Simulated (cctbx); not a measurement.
## Reading a Patterson map

Space group P2_1 (no. 4), a = 8.7930 Å, b = 8.4370 Å, c = 12.0600 Å, α = 90.00°, β = 103.14°, γ = 90.00°, content Hf2 Tm2 I14.

Simulated single-crystal data (cctbx): synchrotron X-rays, λ = 0.4959 Å, to d = 0.7 Å, 50 % of the full sphere, strongest reflection 5000 counts, noise from counting, a 6 % proportional error and a noise floor of 15 counts (s.d.); no absorption, some extinction.

Patterson synthesis from sharpened amplitudes, origin scaled to 1000:

```text
Patterson group P 1 2/m 1
      u       v       w   height  length (A)
  0.000   0.000   0.000   1000.0     0.00
  0.057   0.000   0.255    277.6     3.01
  0.385   0.500   0.554    199.2     8.15
  0.466   0.500   0.911    179.9     6.15
  0.153   0.000   0.535    179.1     6.06
  0.328   0.500   0.299    168.3     5.87
  0.262   0.224   0.010    154.3     2.96
  0.463   0.500   0.822    145.1     6.56
  0.127   0.258   0.543    105.1     6.26
  0.211   0.000   0.793     99.8     3.43
  0.069   0.500   0.010     94.2     4.26
  0.152   0.000   0.435     93.0     5.11
  0.319   0.226   0.264     86.2     4.20
  0.200   0.237   0.761     84.4     4.20
```

Q: Assign the vectors.

A peak at u stands for all pairs with xi − xj = u, with weight Σ ZiZj against Σ Z² = 59216 at the origin. Peak heights follow these weights only roughly, since form factors, motion and series ripples differ, all vectors within 0.55 Å of a peak are counted as merged into it though the farther ones add only part of their weight, and F(000) is left out, which lowers the whole map:

| u | v | w | shortest length (Å) | height | 1000 ΣZiZj/ΣZ² | pairs in the cell |
| --- | --- | --- | --- | --- | --- | --- |
| 0.057 | 0.000 | 0.255 | 3.00 | 278 | 381 | 4 × Hf–I, 2 × Tm–I |
| 0.385 | 0.500 | 0.554 | 7.92 | 199 | 277 | 4 × I–I, 1 × Hf–Hf |
| 0.466 | 0.500 | 0.911 | 6.14 | 180 | 215 | 2 × Hf–Tm, 1 × I–I |
| 0.153 | 0.000 | 0.535 | 6.06 | 179 | 263 | 2 × Hf–Tm, 2 × I–I |
| 0.328 | 0.500 | 0.299 | 5.86 | 168 | 129 | 2 × Hf–I |
| 0.262 | 0.224 | 0.010 | 2.96 | 154 | 193 | 3 × Hf–I |
| 0.463 | 0.500 | 0.822 | 6.33 | 145 | 252 | 2 × Hf–I, 2 × Tm–I |
| 0.127 | 0.258 | 0.543 | 6.26 | 105 | 129 | 2 × Hf–I |
| 0.211 | 0.000 | 0.793 | 3.43 | 100 | 124 | 2 × Tm–I |
| 0.069 | 0.500 | 0.010 | 4.26 | 94 | 237 | 5 × I–I |

The table stops at ten peaks or at a height of 45, below which ripples compete. In the model behind the data Hf, the heaviest element, has 1 independent site: (0.8107, 0.2939, 0.2231), up to an allowed shift of origin; the Hf–Hf vectors are differences of these positions and their symmetry mates. Elements of similar Z can't be told apart from the map alone. The whole model:

| atom | mult. | x | y | z | Ueq (Å²) |
| --- | --- | --- | --- | --- | --- |
| Hf1 | 2 | 0.8107 | 0.2939 | 0.2231 | 0.0088 |
| Tm1 | 2 | 0.6569 | 0.2998 | 0.6864 | 0.0292 |
| I1 | 2 | 0.3843 | 0.5017 | 0.7812 | 0.0154 |
| I2 | 2 | 0.8618 | 0.2949 | 0.4768 | 0.0147 |
| I3 | 2 | 0.7503 | 0.3056 | 0.9745 | 0.0284 |
| I4 | 2 | 0.4583 | 0.0072 | 0.7911 | 0.0116 |
| I5 | 2 | 0.9504 | 0.0538 | 0.7612 | 0.0182 |
| I6 | 2 | 0.9282 | 0.5721 | 0.7693 | 0.0172 |
| I7 | 2 | 0.4570 | 0.1084 | 0.4753 | 0.0136 |

This is a model crystal, built by substitution and not relaxed, with assumed displacement parameters.

[Logs are printed without paths, hosts, clocks, repeated set-up lines and the standing remarks that a program may print on its own settings, such as how far it seeks lower states.]
